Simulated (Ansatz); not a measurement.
# ZrB2 (P6/mmm): phonon-mediated transition temperature

Wanted: λ, ω_log and Tc of ZrB2 (P6/mmm). The cell shown first is a relaxed one, from steps not shown here.

Method: DFT PBE, scalar-relativistic, plane waves, PAW; PAW set soft_1, in Ansatz 0.2.0.

### 1. The cell after earlier relaxation steps

It takes space group P6/mmm (No. 191, hexagonal). Conventional cell: a = 3.172 Å, b = 3.172 Å, c = 3.542 Å, α = 90.00°, β = 90.00°, γ = 120.00°. Nearest to Zr lie 12 B at 2.55 Å. Nearest to B lie 3 B at 1.83 Å and 6 Zr at 2.55 Å. Farther neighbours are not listed.

### 2. Electron–phonon run: q 3×3×3, k 9×9×9, scattering 18×18×12

The run that gives the couplings also evaluates McMillan's and Allen and Dynes's formulas and, where asked, the Eliashberg equations, over a range of μ*.

input.yaml reads:

```yaml
crystal:
  lattice:
    - [3.1715479858, 0.0, 0.0]
    - [-1.5857739929, 2.746641125, 0.0]
    - [0.0, 0.0, 3.5423786531]
  atoms:
    - { symbol: Zr, position: [0.0, 0.0, 0.0] }
    - { symbol: B, position: [0.3333333333, 0.6666666667, 0.5] }
    - { symbol: B, position: [0.6666666667, 0.3333333333, 0.5] }
kpoints:
  mp_grid: { grid: [9, 9, 9] }
hamiltonian:
  xc: pbe
  pseudopotentials: { kind: paw, azcp: { folder: soft_1 } }
scf:
  occupations: { method: methfessel_paxton, width: 0.2 }
output:
  eigenvalues: true
phonons:
  method: dfpt
  qmesh: [3, 3, 3]
  temperatures: { t_max: 1000, t_step: 50 }
  qpath:
    path:
      - [[0.0, 0.0, 0.0], [0.5, 0.0, 0.0], [0.33333333, 0.33333333, 0.0], [0.0, 0.0, 0.0], [0.0, 0.0, 0.5], [0.5, 0.0, 0.5], [0.33333333, 0.33333333, 0.5], [0.0, 0.0, 0.5]]
      - [[0.5, 0.0, 0.5], [0.5, 0.0, 0.0]]
    npoints: 6
  electrical_resistivity:
    mesh: [18, 18, 12]
    temperatures: [20.0, 50.0, 80.0, 100.0, 150.0, 200.0, 273.0, 300.0, 400.0, 500.0, 600.0, 800.0]
  superconductivity: { mesh: [18, 18, 12] }
```

On the command line:

```bash
$ ansatz run input.yaml --threads 16 --pin off --max-ram 92160MiB --backend cuda --events-out ev --progress --plain --runs-dir out --max-vram 78GiB
```

Numbers of over 12 decimals in the logs are rounded to 6 here.

Log:

```text
Warning: phonons: the dynamical matrix that this run interpolates holds no multipole term above the dipole-dipole one, and a site of this crystal is no centre of inversion, so its interpolated transverse optical and acoustic branches and sound speeds can stay off near Gamma, and the density of states and the thermodynamics with them. What a run solves at a wave vector of phonons.qpoints, Gamma apart, where the deck admits one, is free of this, and under fd what a larger phonons.supercell samples
Engine: ansatz 0.2.0, aarch64-unknown-linux-gnu
Pseudopotentials: kind: paw
Pseudopotential: Zr, paw, valence charge 12, recommended cutoff 420 eV (normal), soft_1/Zr.paw.azcp
Pseudopotential: B, paw, valence charge 3, recommended cutoff 420 eV (normal), soft_1/B.paw.azcp
Functional definition: PBE
  parameter kappa = 0.804
  parameter beta = 0.066725
  exchange = pbe_x(kappa = kappa, mu = beta*pi^2/3)
  correlation = pbe_c(beta = beta)
[...]
Crystal: 3 atoms, lattice volume = 30.858 Å³
Basis set: ecut = 420 eV, 575 PW (Γ), exchange–correlation on 48×48×48 points (8 copies of the dense FFT grid, shifted against one another)
Bands: 13, of which v1, the nominal top of the filled ones, is band 9 counted from 1 (8 counted from 0)
Symmetry: 24 space group operations
k-points: 60 of 729
Non-local potential: Zr, projectors of the file, l = 0: 3, l = 1: 2, l = 2: 2, l = 3: 1
Non-local potential: B, projectors of the file, l = 0: 2, l = 1: 2, l = 2: 1
PAW form: soft (Blöchl's): semilocal exchange-correlation on the pseudo side does not see the compensation charge
PAW one-centre angular grid: Zr, 590 points (default); XC on 64 Gauss nodes
PAW one-centre angular grid: B, 110 points (default); XC on 64 Gauss nodes
Initial density: superposition of atomic densities (chi_scale 0.1, normalization cell, long waves kept (reshape's long-wave potential 0.00 eV rms))
Initial wavefunctions: pseudopotential atomic-orbital guess
[...]
Functional: x = pbe(κ = 0.804, μ = 0.219515), c = pbe(β = 0.066725)
SCF iter   1: F=—  HF=-4499.297829 eV  |F-HF|=—  |Δ(HF+E_count)|=         —  Δρ=5.67e-2  dr2=1.86e0  ethr=3.10e-3  ⟨swp⟩=5.0  Hψ=3824  notcnv=0
preconditioner: auto → none  [metal: Δε(μ)=0.024 eV  Ē_g=17.005 eV  σ=0.200 eV  W_gap=0.10  n_scr=8 (ndim 8)  ℏωp=26.7 eV  f_vac=0.000  D(μ)=0.64/eV (n_scr^D=2)  sad-step TF]
SCF iter   2: F=—  HF=-4498.850406 eV  |F-HF|=—  |Δ(HF+E_count)|=   4.47e-1  S|Δr|=    0.00e0  Δρ=2.80e-2  dr2=4.06e-1  ethr=3.10e-3  ⟨swp⟩=2.3  Hψ=1582  notcnv=0
[...]
SCF iter   8: F=-4498.738022 eV  HF=-4498.738022 eV  |F-HF|=0.00e0  |Δ(HF+E_count)|=  3.27e-11  S|Δr|=    0.00e0  Δρ=1.37e-7  dr2=3.09e-12  ethr=1.00e-12  ⟨swp⟩=3.9  Hψ=3562  notcnv=0
SCF 1 converged in 8 iterations: F = -4498.738022 eV  dr2 = 3.09e-12
  greatest PAW one-centre occupation: 0.997 electrons in one spin orbital (limit 2), on the Zr atom at site 0 (counted from 0), in its partial waves of l = 0
[...]
iter 1 solved again at ethr=8.48e-8 eV; its pass at ethr=3.10e-3 eV (dr2=1.53e-5 eV) is discarded
SCF iter   1: F=—  HF=-4498.738014 eV  |F-HF|=—  |Δ(HF+E_count)|=         —  Δρ=1.38e-6  dr2=2.85e-10  ethr=8.48e-8  ⟨swp⟩=3.0  Hψ=6152  notcnv=0
eigensolver tolerance schedule: the retry pair's looser diagonalisation over-reported the residual by 53604.08 of it (diagonalisation noise at an unbounded share of the residual, at the tolerance the schedule requests for it); recorded, not acted on — ethr = c·dr2/N_el stays at c = 1.0e-1
preconditioner: auto → none  [metal: Δε(μ)=0.116 eV  Ē_g=8.825 eV  σ=0.200 eV  W_gap=0.47  n_scr=8 (ndim 8)  ℏωp=21.1 eV  f_vac=0.000  D(μ)=0.56/eV (n_scr^D=2)]
SCF iter   2: F=—  HF=-4498.738022 eV  |F-HF|=—  |Δ(HF+E_count)|=   8.03e-6  S|Δr|=    0.00e0  Δρ=9.71e-7  dr2=1.93e-10  ethr=1.58e-12  ⟨swp⟩=3.0  Hψ=1733  notcnv=0
[...]
SCF iter   4: F=-4498.738022 eV  HF=-4498.738022 eV  |F-HF|=4.55e-12  |Δ(HF+E_count)|=  2.73e-11  S|Δr|=    0.00e0  Δρ=1.94e-7  dr2=5.11e-12  ethr=1.00e-12  ⟨swp⟩=1.8  Hψ=1999  notcnv=0
SCF 2 converged in 4 iterations: F = -4498.738022 eV  dr2 = 5.11e-12
[...]
SCF 3 converged in 8 iterations: F = -4498.738022 eV  dr2 = 3.05e-12
[...]
SCF converged after 8 iterations
[...]
mean free path at 50 K (of a tensor a third of its trace): 12846 nm by what each carries, 10320 by the Fermi surface alone
  Hall coefficient in a weak field at 50 K (a third of the trace): -2.653e-9 m³/C (as a tensor it moves by 10.4 % between the two finest meshes); by each state's relaxation time: -2.752e-9 m³/C; by a constant relaxation time: -2.042e-9 m³/C
  mean free path at 80 K (of a tensor a third of its trace): 1518 nm by what each carries, 1236 by the Fermi surface alone
  Hall coefficient in a weak field at 80 K (a third of the trace): -2.537e-9 m³/C (as a tensor it moves by 6.0 % between the two finest meshes); by each state's relaxation time: -2.510e-9 m³/C; by a constant relaxation time: -2.044e-9 m³/C
  mean free path at 100 K (of a tensor a third of its trace): 688 nm by what each carries, 575 by the Fermi surface alone
  Hall coefficient in a weak field at 100 K (a third of the trace): -2.457e-9 m³/C (as a tensor it moves by 5.3 % between the two finest meshes); by each state's relaxation time: -2.387e-9 m³/C; by a constant relaxation time: -2.046e-9 m³/C
  mean free path at 150 K (of a tensor a third of its trace): 221 nm by what each carries, 196 by the Fermi surface alone
  Hall coefficient in a weak field at 150 K (a third of the trace): -2.303e-9 m³/C (as a tensor it moves by 3.9 % between the two finest meshes); by each state's relaxation time: -2.196e-9 m³/C; by a constant relaxation time: -2.050e-9 m³/C
  mean free path at 200 K (of a tensor a third of its trace): 116 nm by what each carries, 105 by the Fermi surface alone
  Hall coefficient in a weak field at 200 K (a third of the trace): -2.213e-9 m³/C (as a tensor it moves by 2.9 % between the two finest meshes); by each state's relaxation time: -2.100e-9 m³/C; by a constant relaxation time: -2.053e-9 m³/C
  mean free path at 273 K (of a tensor a third of its trace): 63.0 nm by what each carries, 58.9 by the Fermi surface alone
  Hall coefficient in a weak field at 273 K (a third of the trace): -2.132e-9 m³/C (as a tensor it moves by 2.3 % between the two finest meshes); by each state's relaxation time: -2.022e-9 m³/C; by a constant relaxation time: -2.057e-9 m³/C
  mean free path at 300 K (of a tensor a third of its trace): 53.4 nm by what each carries, 50.2 by the Fermi surface alone
  Hall coefficient in a weak field at 300 K (a third of the trace): -2.112e-9 m³/C (as a tensor it moves by 2.2 % between the two finest meshes); by each state's relaxation time: -2.002e-9 m³/C; by a constant relaxation time: -2.058e-9 m³/C
  mean free path at 400 K (of a tensor a third of its trace): 33.8 nm by what each carries, 32.4 by the Fermi surface alone
  Hall coefficient in a weak field at 400 K (a third of the trace): -2.070e-9 m³/C (as a tensor it moves by 1.6 % between the two finest meshes); by each state's relaxation time: -1.963e-9 m³/C; by a constant relaxation time: -2.060e-9 m³/C
  mean free path at 500 K (of a tensor a third of its trace): 24.9 nm by what each carries, 24.0 by the Fermi surface alone
  Hall coefficient in a weak field at 500 K (a third of the trace): -2.061e-9 m³/C (as a tensor it moves by 1.0 % between the two finest meshes); by each state's relaxation time: -1.952e-9 m³/C; by a constant relaxation time: -2.059e-9 m³/C
  mean free path at 600 K (of a tensor a third of its trace): 19.8 nm by what each carries, 19.2 by the Fermi surface alone
  Hall coefficient in a weak field at 600 K (a third of the trace): -2.063e-9 m³/C (as a tensor it moves by 1.2 % between the two finest meshes); by each state's relaxation time: -1.951e-9 m³/C; by a constant relaxation time: -2.052e-9 m³/C
  mean free path at 800 K (of a tensor a third of its trace): 14.1 nm by what each carries, 13.7 by the Fermi surface alone
  Hall coefficient in a weak field at 800 K (a third of the trace): -2.064e-9 m³/C (as a tensor it moves by 3.0 % between the two finest meshes); by each state's relaxation time: -1.941e-9 m³/C; by a constant relaxation time: -2.020e-9 m³/C
  the resistivity times a path that all electrons share, by the Fermi surface of the deck's mesh alone (a third of the trace): 2.564e-15 Ω·m²
  not converged in the mesh (λ; λ_tr; the resistivity at 20 K by 86.37 %; the resistivity at 50 K by 122.25 %; the resistivity at 80 K by 109.67 %; the resistivity at 100 K by 103.25 %; the resistivity at 150 K by 94.09 %; the resistivity at 200 K by 87.21 %; the resistivity at 273 K by 80.06 %; the resistivity at 300 K by 78.17 %; the resistivity at 400 K by 73.15 %; the resistivity at 500 K by 69.75 %; the resistiv [...]
  vibrations of 27 cells: unjudged by the run; compare a larger repeat
  the changes of the potential over all sites missed a rigid shift's by 0.00 % (the site terms' by 0.00 %)
  at the force constants' own smearing the fine mesh and the k-points of their solves give squared frequencies that differ by 8.3 % of the larger at the most, at (0, 0, 0)
--- Superconductivity: potentials and phonons of a 3×3×3 supercell ---
           mesh         λ    ħω_log (meV)  μ* declared at (meV)
       18×18×12    0.1047          44.062               55.548
          9×9×6    0.1207          41.131               52.673
  λ by the species' shares of the modes' patterns: Zr 0.0539, B 0.0508
  with the Fermi level up to 96.8 meV (the hardest mode) off, states and modes as they are: density of states 0.1103 to 0.1523 /eV of one spin and cell, λ 0.0882 to 0.1290
  transition temperature on the deck's mesh (K), isotropic and anisotropic, restricted to the Fermi surface (FSR) and over the full bandwidth (FBW), and the last with the density of states resolved in a narrower window:
        μ*   McMillan   Allen–Dynes      iso. FSR      iso. FBW    aniso. FSR    aniso. FBW  narrow window
      0.08      0.000         0.000    none_found    none_found    none_found    none_found     none_found
      0.10          -             -    none_found    none_found    none_found    none_found     none_found
      0.12          -             -    none_found    none_found    none_found    none_found     none_found
      0.13          -             -    none_found    none_found    none_found    none_found     none_found
      0.14          -             -    none_found    none_found    none_found    none_found     none_found
      0.16          -             -    none_found    none_found    none_found    none_found     none_found
      0.20          -             -    none_found    none_found    none_found    none_found     none_found
  none_found: no transition down to 0.1 K
  isotope coefficients −∂ln Tc/∂ln M under μ* = 0.13, the force constants as they are, of the isotropic transitions restricted to the Fermi surface and over the full bandwidth: Zr - and -, B - and -
  not converged in the mesh (λ): between neighbouring meshes, the two finest first, λ moves by 15.36 % and the anisotropic transition temperature over the full bandwidth at μ* = 0.13 by nothing (neither mesh has one); converged means that the two finest part by at most 2.00 % and 5.00 %
  vibrations of 27 cells: unjudged by the run; compare a larger repeat
  the changes of the potential over all sites missed a rigid shift's by 0.00 % (the site terms' by 0.00 %)
  at the force constants' own smearing the fine mesh and the k-points of their solves give squared frequencies that differ by 8.3 % of the larger at the most, at (0, 0, 0)
```

It took 19 s on 1 × NVIDIA GB200 with 16 threads of Arm Neoverse V2, shared host; peak memory 3 GiB; 2.4 min of CPU time.

The column dr2 measures how far the density is from self-consistency, as an energy; F and HF (Harris–Foulkes) agree once it is small.

Numbers from this step:

```yaml
volume_per_atom: 10.29 Å³/atom
metallic_on_mesh: yes
gap_on_the_k_mesh: 0 eV
zero_point_energy: 0.2660 eV/cell
share_of_imaginary_modes_in_the_plain_interpolation_between_solved_wavevectors: 0
highest_frequency_solved_or_plainly_interpolated: 774.9 cm⁻¹
debye_temperature_second_moment: 959 K
resistivity_at_300_k: 5.168 μΩ cm, mean of the axes
coupling_constant_lambda: 0.1047
density_of_states_at_the_fermi_level: 0.1261 states/eV a spin and cell
log_mean_phonon_energy_omega_log: 44.06 meV
transport_coupling_constant_lambda_tr: 0.1053, 0.1053, 0.1165 (xx, yy, zz)
drude_plasma_energy: 4.345, 4.345, 3.97 eV (xx, yy, zz)
resistivity_times_mean_free_path: 24.38, 24.38, 28.15 × 10⁻¹⁶ Ω m² (xx, yy, zz)
second_moment_phonon_energy_omega: 55.55 meV
```

An empty cell: under 1 mK by a formula, or no transition down to the floor of the Eliashberg search. Transition temperatures:

| μ* | McMillan Tc (K) | Allen–Dynes Tc (K) |
| --- | --- | --- |
| 0.08 | - | - |
| 0.1 | - | - |
| 0.12 | - | - |
| 0.13 | - | - |
| 0.14 | - | - |
| 0.16 | - | - |
| 0.2 | - | - |

### 3. Electron–phonon run: q 6×6×4, k 12×12×12, scattering 24×24×16

The next rung changes the q mesh, which sets the reach of the force constants and couplings; the k mesh of the density and its response; the scattering mesh, which samples the Fermi surface.

Edit input.yaml of step 2 so:

```diff
@@ -10,3 +10,3 @@
 kpoints:
-  mp_grid: { grid: [9, 9, 9] }
+  mp_grid: { grid: [12, 12, 12] }
 hamiltonian:
@@ -20,3 +20,3 @@
   method: dfpt
-  qmesh: [3, 3, 3]
+  qmesh: [6, 6, 4]
   temperatures: { t_max: 1000, t_step: 50 }
@@ -28,4 +28,4 @@
   electrical_resistivity:
-    mesh: [18, 18, 12]
+    mesh: [24, 24, 16]
     temperatures: [20.0, 50.0, 80.0, 100.0, 150.0, 200.0, 273.0, 300.0, 400.0, 500.0, 600.0, 800.0]
-  superconductivity: { mesh: [18, 18, 12] }
+  superconductivity: { mesh: [24, 24, 16] }
```

Log:

```text
[...]
Crystal: 3 atoms, lattice volume = 30.858 Å³
Basis set: ecut = 420 eV, 575 PW (Γ), exchange–correlation on 48×48×48 points (8 copies of the dense FFT grid, shifted against one another)
Bands: 13, of which v1, the nominal top of the filled ones, is band 9 counted from 1 (8 counted from 0)
Symmetry: 24 space group operations
k-points: 133 of 1728
[...]
SCF iter   1: F=—  HF=-4499.310950 eV  |F-HF|=—  |Δ(HF+E_count)|=         —  Δρ=5.66e-2  dr2=1.85e0  ethr=3.10e-3  ⟨swp⟩=5.0  Hψ=8454  notcnv=0
[...]
SCF iter   2: F=—  HF=-4498.853788 eV  |F-HF|=—  |Δ(HF+E_count)|=   4.57e-1  S|Δr|=    0.00e0  Δρ=2.67e-2  dr2=3.94e-1  ethr=3.10e-3  ⟨swp⟩=2.6  Hψ=4351  notcnv=0
[...]
SCF iter   9: F=-4498.750021 eV  HF=-4498.750021 eV  |F-HF|=0.00e0  |Δ(HF+E_count)|=  9.09e-13  S|Δr|=    0.00e0  Δρ=3.00e-8  dr2=1.70e-13  ethr=1.00e-12  ⟨swp⟩=5.1  Hψ=7821  notcnv=0
SCF 1 converged in 9 iterations: F = -4498.750021 eV  dr2 = 1.70e-13
[...]
SCF iter   2: F=—  HF=-4498.750021 eV  |F-HF|=—  |Δ(HF+E_count)|=   8.62e-6  S|Δr|=    0.00e0  Δρ=9.31e-7  dr2=1.73e-10  ethr=1.57e-12  ⟨swp⟩=3.0  Hψ=3948  notcnv=0
[...]
SCF iter   5: F=-4498.750021 eV  HF=-4498.750021 eV  |F-HF|=6.37e-12  |Δ(HF+E_count)|=  2.73e-12  S|Δr|=    0.00e0  Δρ=2.35e-7  dr2=8.87e-12  ethr=1.00e-12  ⟨swp⟩=1.8  Hψ=2439  notcnv=0
SCF 2 converged in 5 iterations: F = -4498.750021 eV  dr2 = 8.87e-12
[...]
SCF 3 converged in 9 iterations: F = -4498.750021 eV  dr2 = 1.71e-13
[...]
SCF converged after 9 iterations
[...]
vibrations of 144 cells: unjudged by the run; compare a larger repeat
[...]
--- Superconductivity: potentials and phonons of a 6×6×4 supercell ---
           mesh         λ    ħω_log (meV)  μ* declared at (meV)
       24×24×16    0.1154          44.174               55.506
        12×12×8    0.0954          43.635               55.395
          6×6×4    0.1160          46.230               57.292
  λ by the species' shares of the modes' patterns: Zr 0.0595, B 0.0559
[...]
0.08      0.000         0.000    none_found    none_found    none_found    none_found     none_found
      0.10      0.000         0.000    none_found    none_found    none_found    none_found     none_found
      0.12          -             -    none_found    none_found    none_found    none_found     none_found
      0.13          -             -    none_found    none_found    none_found    none_found     none_found
      0.14          -             -    none_found    none_found    none_found    none_found     none_found
      0.16          -             -    none_found    none_found    none_found    none_found     none_found
      0.20          -             -    none_found    none_found    none_found    none_found     none_found
  none_found: no transition down to 0.1 K
[...]
vibrations of 144 cells: unjudged by the run; compare a larger repeat
[...]
```

Wall time 2.1 min (1 × NVIDIA GB200 with 16 threads); peak memory 11 GiB.

This step gave:

```
zero-point energy                                 : 0.2674 eV/cell
highest frequency, solved or plainly interpolated : 782.8 cm⁻¹
Debye temperature (second moment)                 : 964 K
resistivity at 300 K                              : 5.094 μΩ cm, mean of the axes
coupling constant λ                               : 0.1154
density of states at the Fermi level              : 0.1389 states/eV a spin and cell
log mean phonon energy ħω_log                     : 44.17 meV
transport coupling constant λ_tr                  : 0.1137, 0.1137, 0.1271 (xx, yy, zz)
Drude plasma energy                               : 4.547, 4.547, 4.186 eV (xx, yy, zz)
resistivity times mean free path                  : 22.01, 22.01, 25.87 × 10⁻¹⁶ Ω m² (xx, yy, zz)
second-moment phonon energy ħω₂                   : 55.51 meV
```

An empty cell: under 1 mK by a formula, or no transition down to the floor of the Eliashberg search. Transition temperatures:

| μ* | McMillan Tc (K) | Allen–Dynes Tc (K) |
| --- | --- | --- |
| 0.08 | - | - |
| 0.1 | - | - |
| 0.12 | - | - |
| 0.13 | - | - |
| 0.14 | - | - |
| 0.16 | - | - |
| 0.2 | - | - |

(Part 1 of 2 ends here.)

[Logs are printed without paths, hosts, clocks, repeated set-up lines and the standing remarks that a program may print on its own settings, such as how far it seeks lower states.]

[Hosts, paths, dates, database ids (printed as entryN), source tags and the programs' standing remarks are cut or masked in the printed files.]
